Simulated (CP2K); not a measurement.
Acrylonitrile has these distinct C atoms: C1 (bonded to C and 2 H), C2 (bonded to 2 C and H) and C3 (bonded to C and N).

```xyz
7

C    -1.0324    0.2565   -0.0153
C     0.0992   -0.4663   -0.0376
C     1.4012    0.1087    0.0587
N     2.4801    0.5482    0.1374
H    -1.0169    1.3415    0.0780
H    -2.0013   -0.2344   -0.0905
H     0.0701   -1.5541   -0.1308
```

Their partial C K spectra (CP2K XAS_TDP, all-electron GAPW, PBEh(45%), aug-cc-pVDZ, TDA, GW2X-corrected core level, no relativity) are given in random order, each times the number of alike atoms.

Gaussian full width 0.5 eV, oscillator strength per eV, alike atoms added, rows of zeros left out:

```csv
E (eV),curve 1,curve 2,curve 3
286.00,0.003,0.000,0.000
286.25,0.035,0.000,0.000
286.50,0.096,0.000,0.000
286.75,0.068,0.000,0.001
287.00,0.012,0.000,0.014
287.25,0.001,0.000,0.061
287.50,0.000,0.000,0.069
287.75,0.000,0.000,0.020
288.00,0.000,0.003,0.001
288.25,0.000,0.025,0.000
288.50,0.000,0.057,0.000
288.75,0.000,0.051,0.000
289.00,0.000,0.086,0.000
289.25,0.000,0.090,0.000
289.50,0.000,0.025,0.000
289.75,0.000,0.002,0.000
290.50,0.001,0.000,0.001
290.75,0.007,0.000,0.007
291.00,0.011,0.000,0.013
291.25,0.018,0.000,0.007
291.50,0.037,0.000,0.001
291.75,0.024,0.008,0.002
292.00,0.009,0.044,0.012
292.25,0.012,0.062,0.024
292.50,0.014,0.022,0.027
292.75,0.015,0.002,0.038
293.00,0.009,0.002,0.024
293.25,0.013,0.002,0.005
293.50,0.025,0.001,0.006
293.75,0.029,0.003,0.021
294.00,0.021,0.007,0.026
294.25,0.014,0.010,0.027
294.50,0.011,0.005,0.027
294.75,0.010,0.006,0.025
295.00,0.008,0.009,0.012
295.25,0.004,0.008,0.004
295.50,0.002,0.005,0.002
295.75,0.001,0.004,0.003
296.00,0.000,0.004,0.009
296.25,0.001,0.003,0.021
296.50,0.003,0.002,0.015
296.75,0.006,0.003,0.003
297.00,0.006,0.003,0.000
297.25,0.005,0.002,0.001
297.50,0.003,0.005,0.003
297.75,0.001,0.009,0.011
298.00,0.002,0.008,0.018
298.25,0.002,0.009,0.026
298.50,0.005,0.010,0.045
298.75,0.008,0.007,0.028
299.00,0.007,0.003,0.005
299.25,0.016,0.001,0.001
299.50,0.034,0.001,0.003
299.75,0.023,0.002,0.010
300.00,0.007,0.001,0.025
300.25,0.015,0.001,0.026
300.50,0.033,0.004,0.013
```

Which curve belongs to which atom?

Curve 1: C1 (bonded to C and 2 H), leading line at 286.56 eV (f = 0.054 an atom), ionisation energy 293.40 eV, term value 6.84 eV. Curve 2: C3 (bonded to C and N), leading line at 288.52 eV (f = 0.030 an atom), ionisation energy 294.06 eV, term value 5.54 eV. Curve 3: C2 (bonded to 2 C and H), leading line at 287.40 eV (f = 0.041 an atom), ionisation energy 293.74 eV, term value 6.34 eV. The leading line of an atom is its first one with 35 % of the strongest within 2.5 eV of its lowest line over the strength cut. A line lies at the core ionisation energy, which rises as an atom loses charge to its neighbours or to a π system, less the term value, which is large for a low π* or σ* orbital with weight on that atom.

[Banner, clock and machine lines of the logs are left out without a mark of their own.]

[Logs are printed without paths, hosts, clocks, repeated set-up lines and the standing remarks that a program may print on its own settings, such as how far it seeks lower states.]

[Hosts, paths, dates, database ids (printed as entryN), source tags and the programs' standing remarks are cut or masked in the printed files.]
